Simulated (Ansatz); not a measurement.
# Phonons of ScCuNi in the AlB2 type

The plan: relax ScCuNi in the AlB2 type, check its phonons, and, if the lattice is stable, compute its Eliashberg function and ρ(T).

Main program and level: Ansatz 0.2.0; DFT PBE, scalar-relativistic, plane waves, PAW; PAW set soft_1.

Report form: the programs' logs are mostly left out.

The structure was built from a prototype and need not be the compound's stable phase.

## (1) Set-up

Symmetry: P-6m2, No. 187, hexagonal system. The conventional cell has a = 3.743 Å, b = 3.743 Å, c = 3.930 Å, α = 90.00°, β = 90.00°, γ = 120.00°. Nearest to Sc lie 6 Ni at 2.92 Å and 6 Cu at 2.92 Å. Nearest to Cu lie 3 Ni at 2.16 Å and 6 Sc at 2.92 Å. Nearest to Ni lie 3 Cu at 2.16 Å and 6 Sc at 2.92 Å. Farther neighbours are not listed.

As a file:

```cif
data_structure
_symmetry_space_group_name_H-M 'P-6m2'
_symmetry_Int_Tables_number 187
_cell_length_a 3.7433
_cell_length_b 3.7433
_cell_length_c 3.9304
_cell_angle_alpha 90.000
_cell_angle_beta 90.000
_cell_angle_gamma 120.000
_cell_volume 47.70
loop_
_atom_site_label
_atom_site_type_symbol
_atom_site_symmetry_multiplicity
_atom_site_Wyckoff_symbol
_atom_site_fract_x
_atom_site_fract_y
_atom_site_fract_z
_atom_site_occupancy
Sc1 Sc 1 a 0.00000 0.00000 0.00000 1
Cu1 Cu 1 d 0.33333 0.66667 0.50000 1
Ni1 Ni 1 f 0.66667 0.33333 0.50000 1
```

## (2) Relaxing cell and atoms

The structure is brought to rest under this functional.

input.yaml reads:

```yaml
crystal:
  lattice:
    - [3.74329, 0.0, 0.0]
    - [-1.87164, 3.24178, 0.0]
    - [0.0, 0.0, 3.93045]
  atoms:
    - { symbol: Sc, position: [0.0, 0.0, 0.0] }
    - { symbol: Cu, position: [0.33333333, 0.66666667, 0.5] }
    - { symbol: Ni, position: [0.66666667, 0.33333333, 0.5] }
kpoints:
  mp_grid: { grid: [9, 9, 8] }
hamiltonian:
  xc: pbe
  pseudopotentials: { kind: paw, azcp: { folder: soft_1 } }
scf:
  occupations: { method: gaussian, width: 0.1 }
output:
  forces: true
  stress: true
  eigenvalues: true
relax:
  adjacent_minimum: "off"
  f_tol: 0.005
  max_steps: 80
  cell: { stress_tol: 0.05 }
```

Command:

```
$ ansatz run input.yaml --threads 4 --pin off --max-ram 12288MiB --backend cpu --events-out ev --progress --plain --runs-dir out
```

Wall time 40 s (4 threads of Arm Neoverse V1, shared host); peak memory 0.48 GiB; 2.5 min of CPU time.

This run has no spin polarisation, although Ni can carry a moment.

The steps of the relaxation:

| step | energy less that of the first step (eV) | largest force component (eV/Å) | pressure (GPa) | volume (Å³) |
| --- | --- | --- | --- | --- |
| 1 | 0.0000 | 0.0000 | 6.25 | 47.70 |
| 2 | -0.2761 | 0.0000 | 3.72 | 47.55 |
| 3 | -0.4871 | 0.0000 | 1.23 | 47.46 |
| 4 | -0.5974 | 0.0000 | 1.37 | 46.48 |
| 5 | -0.6380 | 0.0000 | -0.01 | 46.22 |
| 6 | -0.6502 | 0.0000 | 0.49 | 45.36 |
| 7 | -0.6503 | 0.0000 | -0.18 | 45.65 |
| 8 | -0.6504 | 0.0000 | 0.00 | 45.56 |
| 9* | -0.6580 | 0.0000 | 0.40 | 45.56 |
| 10 | -0.6583 | 0.0000 | 0.03 | 45.66 |
| 11 | -0.6583 | 0.0000 | 0.00 | 45.66 |
| 12* | -0.6584 | 0.0000 | 0.00 | 45.66 |

Relaxation steps marked * repeat the geometry before them on a plane-wave basis chosen anew for their cell, so energy and pressure can jump there.

The run keeps the 12 symmetry operations that it works with, so distortions that break them were not tested.

```csv
cell as run,before,after,change
a (Å),3.743,4.133,+10.4 %
b (Å),3.743,4.133,+10.4 %
c (Å),3.930,3.086,-21.5 %
volume (Å³/atom),15.90,15.22,-4.3 %
```

Final coordinates:

```
Sc Cu Ni
1.0
     4.13328    0.00000    0.00000
    -2.06664    3.57953    0.00000
     0.00000    0.00000    3.08641
Sc Cu Ni
1 1 1
Direct
  0.00000 0.00000 0.00000
  0.33333 0.66667 0.50000
  0.66667 0.33333 0.50000
```

Numbers from this step:

| Property | Result |
| --- | --- |
| pressure | -0.002198 GPa |
| volume per atom | 15.22 Å³/atom |
| metallic on mesh | yes |
| gap on the k-mesh | 0 eV |

The largest force is now zero by symmetry and the largest stress component 0.0042 GPa.

## (3) Tight relaxation

No force is left; the cell is relaxed once more with another smearing and tight thresholds.

input.yaml, the sections that differ from step 2:

```yaml
crystal:
  lattice:
    - [4.1332777811, -3.1875e-06, 0.0]
    - [-2.0666361301, 3.5795251531, 0.0]
    - [0.0, 0.0, 3.0864101168]
  atoms:
    - { symbol: Sc, position: [0.0, 0.0, 0.0] }
    - { symbol: Cu, position: [0.3333333333, 0.6666666667, 0.5] }
    - { symbol: Ni, position: [0.6666666667, 0.3333333333, 0.5] }
kpoints:
  mp_grid: { grid: [9, 9, 10] }
scf:
  occupations: { method: methfessel_paxton, width: 0.2 }
relax:
  adjacent_minimum: "off"
  f_tol: 0.001
  max_steps: 60
  cell: { stress_tol: 0.01 }
# hamiltonian, output: as in step 2
```

Run time: 23 s. Hardware: 4 threads; peak memory 0.48 GiB.

Relaxation path:

```csv
step,energy less that of the first step (eV),largest force component (eV/Å),pressure (GPa),volume (Å³)
1,0.0000,0.0000,0.08,45.66
2,-0.0004,0.0000,-0.16,45.83
3,-0.0007,0.0000,0.20,45.81
4,-0.0008,0.0000,0.00,45.87
5,-0.0008,0.0000,-0.01,45.87
6,-0.0008,0.0000,0.00,45.87
7,-0.0008,0.0000,0.00,45.87
```

The log counts 2 steps on a newly chosen plane-wave basis, not all of them marked here; energy and pressure can jump at such steps.

```csv
"conventional cell, symmetrised",before,after,change
a (Å),4.133,4.120,-0.3 %
b (Å),4.133,4.120,-0.3 %
c (Å),3.086,3.121,+1.1 %
volume (Å³/atom),15.22,15.29,+0.4 %
```

Final coordinates:

```cif
data_structure
_symmetry_space_group_name_H-M 'P 1'
_symmetry_Int_Tables_number 1
_cell_length_a 4.1195
_cell_length_b 4.1195
_cell_length_c 3.1209
_cell_angle_alpha 90.000
_cell_angle_beta 90.000
_cell_angle_gamma 120.000
_cell_volume 45.87
loop_
_atom_site_label
_atom_site_type_symbol
_atom_site_fract_x
_atom_site_fract_y
_atom_site_fract_z
_atom_site_occupancy
Sc1 Sc 0.00000 0.00000 0.00000 1
Cu2 Cu 0.33333 0.66667 0.50000 1
Ni3 Ni 0.66667 0.33333 0.50000 1
```

Numbers from this step:

| Item | Value |
| --- | --- |
| pressure | -6.78e-4 GPa |
| volume per atom | 15.29 Å³/atom |

The largest force is now zero by symmetry and the largest stress component 9.4e-4 GPa, small enough for phonons.

## (4) Phonons: q 2×2×2, k 4×4×6

Before any scattering is computed, the phonons show whether the structure is a minimum.

input.yaml reads:

```yaml
crystal:
  lattice:
    - [4.1195431051, -3.1769e-06, 0.0]
    - [-2.0597688013, 3.5676305695, 0.0]
    - [0.0, 0.0, 3.1209265829]
  atoms:
    - { symbol: Sc, position: [0.0, 0.0, 0.0] }
    - { symbol: Cu, position: [0.3333333333, 0.6666666667, 0.5] }
    - { symbol: Ni, position: [0.6666666667, 0.3333333333, 0.5] }
kpoints:
  mp_grid: { grid: [4, 4, 6] }
hamiltonian:
  xc: pbe
  pseudopotentials: { kind: paw, azcp: { folder: soft_1 } }
scf:
  occupations: { method: methfessel_paxton, width: 0.2 }
output:
  eigenvalues: true
phonons:
  method: dfpt
  qmesh: [2, 2, 2]
  temperatures: { t_max: 1000, t_step: 50 }
  qpath:
    path:
      - [[0.0, 0.0, 0.0], [0.5, 0.0, 0.0], [0.33333333, 0.33333333, 0.0], [0.0, 0.0, 0.0], [0.0, 0.0, 0.5], [0.5, 0.0, 0.5], [0.33333333, 0.33333333, 0.5], [0.0, 0.0, 0.5]]
      - [[0.5, 0.0, 0.5], [0.5, 0.0, 0.0]]
      - [[0.33333333, 0.33333333, 0.5], [0.33333333, 0.33333333, 0.0]]
    npoints: 10
```

Wall time 64 s (4 threads); peak memory 0.58 GiB; 4 min of CPU time.

Numbers from this step:

| Item | Value |
| --- | --- |
| share of imaginary modes in the plain interpolation between solved wavevectors | 0.0514 |
| highest frequency, solved or plainly interpolated | 280.9 cm⁻¹ |

Solved on the 2×2×2 mesh alone; all other wavevectors are interpolated. The phonon branches at the labelled points (cm⁻¹):

| point | branch 1 | branch 2 | branch 3 | branch 4 | branch 5 | branch 6 | branch 7 | branch 8 | branch 9 |
| --- | --- | --- | --- | --- | --- | --- | --- | --- | --- |
| Γ | 0 | 0 | 0 | 89 | 188 | 188 | 193 | 252 | 252 |
| halfway | 50 | 53 | 93 | 112 | 165 | 170 | 188 | 243 | 255 |
| M | 80 | 80 | 96 | 139 | 145 | 181 | 181 | 222 | 256 |
| halfway | 84 | 86 | 98 | 129 | 150 | 177 | 186 | 220 | 255 |
| K | 87 | 91 | 103 | 124 | 149 | 173 | 195 | 215 | 255 |
| halfway | 58 | 60 | 94 | 125 | 160 | 167 | 186 | 240 | 256 |
| Γ | 0 | 0 | 0 | 89 | 188 | 188 | 193 | 252 | 252 |
| halfway | 58 | 65 | 65 | 77 | 176 | 176 | 218 | 247 | 247 |
| A | -11 | 88 | 103 | 103 | 155 | 155 | 243 | 243 | 247 |
| halfway | -38 | 30 | 100 | 123 | 159 | 165 | 226 | 246 | 259 |
| L | -86 | 18 | 96 | 154 | 163 | 169 | 199 | 250 | 270 |
| halfway | -80 | -32 | 90 | 158 | 166 | 173 | 200 | 237 | 277 |
| H | -69 | -56 | 85 | 155 | 175 | 184 | 192 | 227 | 281 |
| halfway | -41 | -22 | 97 | 131 | 158 | 168 | 226 | 239 | 265 |
| A | -11 | 88 | 103 | 103 | 155 | 155 | 243 | 243 | 247 |
| jump to L | -86 | 18 | 96 | 154 | 163 | 169 | 199 | 250 | 270 |
| halfway | 16 | 64 | 90 | 150 | 151 | 176 | 198 | 239 | 253 |
| M | 80 | 80 | 96 | 139 | 145 | 181 | 181 | 222 | 256 |
| jump to H | -69 | -56 | 85 | 155 | 175 | 184 | 192 | 227 | 281 |
| halfway | 41 | 45 | 86 | 140 | 165 | 191 | 206 | 210 | 262 |
| K | 87 | 91 | 103 | 124 | 149 | 173 | 195 | 215 | 255 |

Lowest modes at the softest wavevector of the mesh. Modes at q = (0.000, 0.500, 0.500), with each element's share of the kinetic energy (negative means imaginary):

```
mode  frequency (cm⁻¹)  Sc %  Cu %  Ni %
   1             -86.2    33    41    26
   2              18.2     1    31    68
   3              96.5     0    48    52
   4             154.3     1    46    54
   5             162.9   100     0     0
   6             168.6    66    28     6
```

Displacements in mode 1 (-86.2 cm⁻¹), the largest set to 1, in the home cell:
```
Sc1  0.00 -1.00  0.00
Cu2  0.00  0.00 -0.94
Ni3  0.00  0.00 -0.78
```

Displacements in mode 5 (162.9 cm⁻¹), the largest set to 1, in the home cell:
```
Sc1 1.00 0.00 0.00
Cu2 0.00 0.00 0.00
Ni3 0.00 0.00 0.00
```

Among the solved wavevectors the lowest mode, translations apart, is -86.2 cm⁻¹, imaginary.

## (5) Lattice stability: q 3×3×2, k 6×6×8

An imaginary mode on so few k-points may come from the sampling, so the phonons are repeated with another q and k mesh.

Edit input.yaml of step 4 so:

```diff
@@ -10,3 +10,3 @@
 kpoints:
-  mp_grid: { grid: [4, 4, 6] }
+  mp_grid: { grid: [6, 6, 8] }
 hamiltonian:
@@ -20,3 +20,3 @@
   method: dfpt
-  qmesh: [2, 2, 2]
+  qmesh: [3, 3, 2]
   temperatures: { t_max: 1000, t_step: 50 }
```

Run time: 4.8 min. Hardware: 4 threads; peak memory 0.97 GiB.

Numbers from this step:

```
share of imaginary modes in the plain interpolation between solved wavevectors : 0.0521
highest frequency, solved or plainly interpolated                              : 273.4 cm⁻¹
```

Solved on the 3×3×2 mesh alone; all other wavevectors are interpolated. Phonon branches along the path, in cm⁻¹:

```csv
point,branch 1,branch 2,branch 3,branch 4,branch 5,branch 6,branch 7,branch 8,branch 9
Γ,0,0,0,91,179,179,191,247,247
halfway,32,52,94,111,163,163,188,237,250
M,73,79,95,128,134,174,182,220,254
halfway,74,83,97,116,129,178,182,219,256
K,78,85,101,107,118,174,191,216,258
halfway,37,60,94,123,156,160,186,235,251
Γ,0,0,0,91,179,179,191,247,247
halfway,58,58,61,78,162,162,218,243,243
A,-14,91,101,101,130,130,239,239,248
halfway,-42,40,96,116,147,152,224,242,261
L,-90,34,93,154,155,162,201,247,272
halfway,-86,-24,86,144,167,169,204,244,272
H,-82,-51,81,138,170,191,195,242,273
halfway,-38,-23,93,125,145,158,226,238,264
A,-14,91,101,101,130,130,239,239,248
jump to L,-90,34,93,154,155,162,201,247,272
halfway,-23,65,85,140,146,170,198,240,251
M,73,79,95,128,134,174,182,220,254
jump to H,-82,-51,81,138,170,191,195,242,273
halfway,-25,41,79,124,153,192,207,221,257
K,78,85,101,107,118,174,191,216,258
```

Lowest modes at the softest wavevector of the mesh. The modes at q = (-0.333, -0.333, 0.500) (shares of kinetic energy by element, %) (negative means imaginary):

```
mode  frequency (cm⁻¹)  Sc %  Cu %  Ni %
   1             -81.7    33    67     0
   2             -51.3    15     0    85
   3              81.2     1    48    52
   4             137.9    85     0    15
   5             169.5    67    33     0
   6             190.8     0     0   100
```

Displacements in mode 1 (-81.7 cm⁻¹), the largest set to 1, in the home cell (x, y, z of the real part, then of the imaginary part):
```
Sc1 0.00 0.59 0.00 0.59 0.00 0.00
Cu2 0.00 0.00 1.00 0.00 0.00 0.00
Ni3 0.00 0.00 0.00 0.00 0.00 0.00
```

Displacements in mode 6 (190.8 cm⁻¹), the largest set to 1, in the home cell (x, y, z of the real part, then of the imaginary part):
```
Sc1  0.00  0.00  0.00  0.00  0.00  0.00
Cu2  0.00  0.00  0.00  0.00  0.00  0.00
Ni3  0.87  0.50  0.00 -0.50  0.87  0.00
```

The modes has structure finer than the step of the table below, so its rows give means over 20 cm⁻¹, whole bins alone (the curve runs from -99.2 to 291 cm⁻¹). Peaks (cm⁻¹: height): Cu 82.5: 0.0261, 136.5: 0.0126, 163.5: 0.0111, 242.1: 0.0308; Ni 82.5: 0.0316, 156.2: 0.0128, 242.1: 0.0249; Sc 60.4: 0.00615, 156.2: 0.0467.

Phonopy on the run's constants, 15x15x19 mesh, Gaussian sigma 2.8 cm⁻¹. The modes by wavenumber; means over each step; values in 1/cm⁻¹/cell:

```csv
wavenumber (cm⁻¹),Cu,Ni,Sc
-80,0.00308,9.4e-4,0.00202
-60,0.00300,0.00108,0.00178
-40,0.00218,0.00237,0.00124
-20,0.00161,0.00246,7.0e-4
0,6.5e-4,0.00144,2.7e-4
20,0.00244,0.00427,0.00119
40,0.00857,0.0125,0.00406
60,0.0126,0.0152,0.00538
80,0.0201,0.0242,0.00334
100,0.0109,0.00817,0.00109
120,0.00632,0.00539,0.00659
140,0.00958,0.00952,0.0284
160,0.0101,0.0111,0.0379
180,0.00355,0.00699,0.0138
200,0.00545,0.00548,0.0121
220,0.0117,0.00897,0.00846
240,0.0243,0.0192,0.00902
260,0.0134,0.0104,0.0107
280,4.4e-4,2.3e-4,0.00189
```

No LO-TO term; unit eigenvectors of the mass-weighted matrix. Modes at Γ, with each element's share of the kinetic energy:

```
mode  frequency (cm⁻¹)  symmetry  Sc %  Cu %  Ni %
   1               0.0   unnamed    27    38    35
   2               0.0   unnamed    27    38    35
   3               0.0   unnamed    27    38    35
   4              90.6      A2''     1    43    56
   5             179.4        E'    71     7    22
   6             179.4        E'    71     7    22
   7             190.9      A2''    73    19     9
   8             246.6        E'     2    55    43
   9             246.6        E'     2    55    43
```

Displacements in mode 4 (90.6 cm⁻¹), the largest set to 1:
```
Sc1  0.00  0.00 -0.11
Cu2  0.00  0.00 -0.84
Ni3  0.00  0.00  1.00
```

Displacements in mode 9 (246.6 cm⁻¹), the largest set to 1:
```
Sc1 -0.06 -0.22  0.00
Cu2  0.27  1.00  0.00
Ni3 -0.25 -0.91  0.00
```

Among the solved wavevectors the lowest mode, translations apart, is -81.7 cm⁻¹, imaginary.

## (6) Lattice stability: Fermi–Dirac smearing of 0.3 eV

The phonons are repeated on the same meshes with a wide Fermi–Dirac smearing, to see whether the soft mode comes from sharp features of the Fermi surface.

Edit input.yaml of step 5 so:

```diff
@@ -15,3 +15,3 @@
 scf:
-  occupations: { method: methfessel_paxton, width: 0.2 }
+  occupations: { method: fermi_dirac, width: 0.3 }
 output:
```

Elapsed: 5.2 min, on 4 threads; peak memory 1 GiB.

This step gave:

| Item | Value |
| --- | --- |
| share of imaginary modes in the plain interpolation between solved wavevectors | 0.0406 |
| highest frequency, solved or plainly interpolated | 281.4 cm⁻¹ |

Solved on the 3×3×2 mesh alone; all other wavevectors are interpolated. The phonon branches at the labelled points (cm⁻¹):

```csv
point,branch 1,branch 2,branch 3,branch 4,branch 5,branch 6,branch 7,branch 8,branch 9
Γ,0,0,0,104,187,187,195,247,247
halfway,47,53,104,115,168,170,189,241,254
M,86,88,100,138,140,181,181,223,260
halfway,90,91,102,126,139,178,189,222,260
K,94,97,106,114,134,174,200,219,260
halfway,53,62,103,130,162,165,187,239,255
Γ,0,0,0,104,187,187,195,247,247
halfway,65,65,73,86,174,174,227,246,246
A,49,93,106,106,150,150,244,244,262
halfway,-28,56,104,125,158,169,232,249,268
L,-86,56,104,160,164,176,206,253,275
halfway,-81,28,100,156,175,177,207,246,279
H,-68,-52,97,153,177,196,196,241,281
halfway,-39,44,103,133,158,172,231,246,271
A,49,93,106,106,150,150,244,244,262
jump to L,-86,56,104,160,164,176,206,253,275
halfway,-6,77,97,148,155,180,203,242,257
M,86,88,100,138,140,181,181,223,260
jump to H,-68,-52,97,153,177,196,196,241,281
halfway,38,48,96,135,161,199,209,220,263
K,94,97,106,114,134,174,200,219,260
```

Lowest modes at the softest wavevector of the mesh. The modes at q = (-0.333, -0.333, 0.500) (shares of kinetic energy by element, %) (negative means imaginary):

```
mode  frequency (cm⁻¹)  Sc %  Cu %  Ni %
   1             -68.1    30    70     0
   2             -52.1    15     0    85
   3              96.6     0    51    49
   4             152.7    85     0    15
   5             177.3    70    30     0
   6             195.7     0     0   100
```

Displacements in mode 1 (-68.1 cm⁻¹), the largest set to 1, in the home cell (x, y, z of the real part, then of the imaginary part):
```
Sc1 0.00 0.55 0.00 0.55 0.00 0.00
Cu2 0.00 0.00 1.00 0.00 0.00 0.00
Ni3 0.00 0.00 0.00 0.00 0.00 0.00
```

Displacements in mode 6 (195.7 cm⁻¹), the largest set to 1, in the home cell (x, y, z of the real part, then of the imaginary part):
```
Sc1  0.00  0.00  0.00  0.00  0.00  0.00
Cu2  0.00  0.00  0.00  0.00  0.00  0.00
Ni3  0.87  0.50  0.00 -0.50  0.87  0.00
```

Among the solved wavevectors the lowest mode, translations apart, is -68.1 cm⁻¹, imaginary.

For the highest frequency, solved or plainly interpolated, step 5 gave 273 cm⁻¹; this run, with occupations Fermi-Dirac and smearing width 0.3 eV, gives 281 cm⁻¹ (+3 %).

## (7) Summary of results

```yaml
phonon_run_of_the_rows_without_a_label_of_their_own: PBE, q 3×3×2, k 6×6×8
softest_mode_on_the_q_mesh: -81.7 cm⁻¹ at q = (-0.333, -0.333, 0.5)
highest_frequency_solved_or_plainly_interpolated: 273 cm⁻¹
```

**Reading.** The lattice is dynamically unstable at this level: a mode at q = (-0.333, -0.333, 0.5) is imaginary, 81.7i cm⁻¹, so no harmonic coupling constant or resistivity is defined for this structure. These meshes are coarse, and single modes of a metal can move by tens of cm⁻¹ with the k mesh. The coarser mesh found an imaginary mode at another wavevector, which this mesh lacks. The phonon runs are not spin-polarised. The structure was built by hand as an ordered model, and its stability against other phases was not tested.

[Logs are printed without paths, hosts, clocks, repeated set-up lines and the standing remarks that a program may print on its own settings, such as how far it seeks lower states.]

[Hosts, paths, dates, database ids (printed as entryN), source tags and the programs' standing remarks are cut or masked in the printed files.]
